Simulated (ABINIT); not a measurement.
Planning a run of ABINIT 10.8.3 on Ga2O3 (R-3c). The input:

```
acell 3*1.0 Angstrom
rprim 
  2.498699193881 1.442624652211 4.483549768500
  -2.498699193881 1.442624652211 4.483549768500
  0.000000000000 -2.885249304422 4.483549768500
ntypat 2
znucl 31 8
natom 10
typat 1 1 1 1 2 2 2 2 2 2
xred 
  0.855585580000 0.855585580000 0.855585580000
  0.644414420000 0.644414420000 0.644414420000
  0.144414420000 0.144414420000 0.144414420000
  0.355585580000 0.355585580000 0.355585580000
  0.750000000000 0.446832820000 0.053167180000
  0.446832820000 0.053167180000 0.750000000000
  0.053167180000 0.750000000000 0.446832820000
  0.250000000000 0.553167180000 0.946832820000
  0.946832820000 0.250000000000 0.553167180000
  0.553167180000 0.946832820000 0.250000000000
pp_dirpath "pseudos"
pseudos "Ga.upf, O.upf"
ecut 45
ngkpt 2 2 2
nshiftk 1
shiftk 0 0 0
kptopt 1
chksymbreak 0
istwfk *1
occopt 1
irdwfk 1
optdriver 3
nband 211
ecuteps 3.9
inclvkb 2
awtr 1
symchi 1
indata_prefix "in"
outdata_prefix "out"
tmpdata_prefix "tmp"
```

```sh
OMP_NUM_THREADS=1 mpirun -n 4 abinit run.abi > log
```

Question: Estimate wall time and host memory on 4 MPI ranks of Arm Neoverse V1, shared host.

It took 2.5 min; on shared hardware allow 74 s to 4.9 min. Peak host memory was 2.5 GiB.

[Paths, hosts, dates, memory and timing lines, banners, echoed tables and standing remarks are left out of the program output.]

[Logs are printed without paths, hosts, clocks, repeated set-up lines and the standing remarks that a program may print on its own settings, such as how far it seeks lower states.]

[Runs of the session that timed out or met a known fault of the program may be left out.]

[Hosts, paths, dates, database ids (printed as entryN), source tags and the programs' standing remarks are cut or masked in the printed files.]

[G0W0 gaps are taken among the corrected bands and points alone; a level outside them can change the order at an edge.]

[Where Ansatz stands beside ABINIT at settings called matched, ABINIT's density can come from a denser mesh and the files from another edition; pairs whose starting gaps differed by over 0.03 eV were left out, so agreement reads better than it is.]
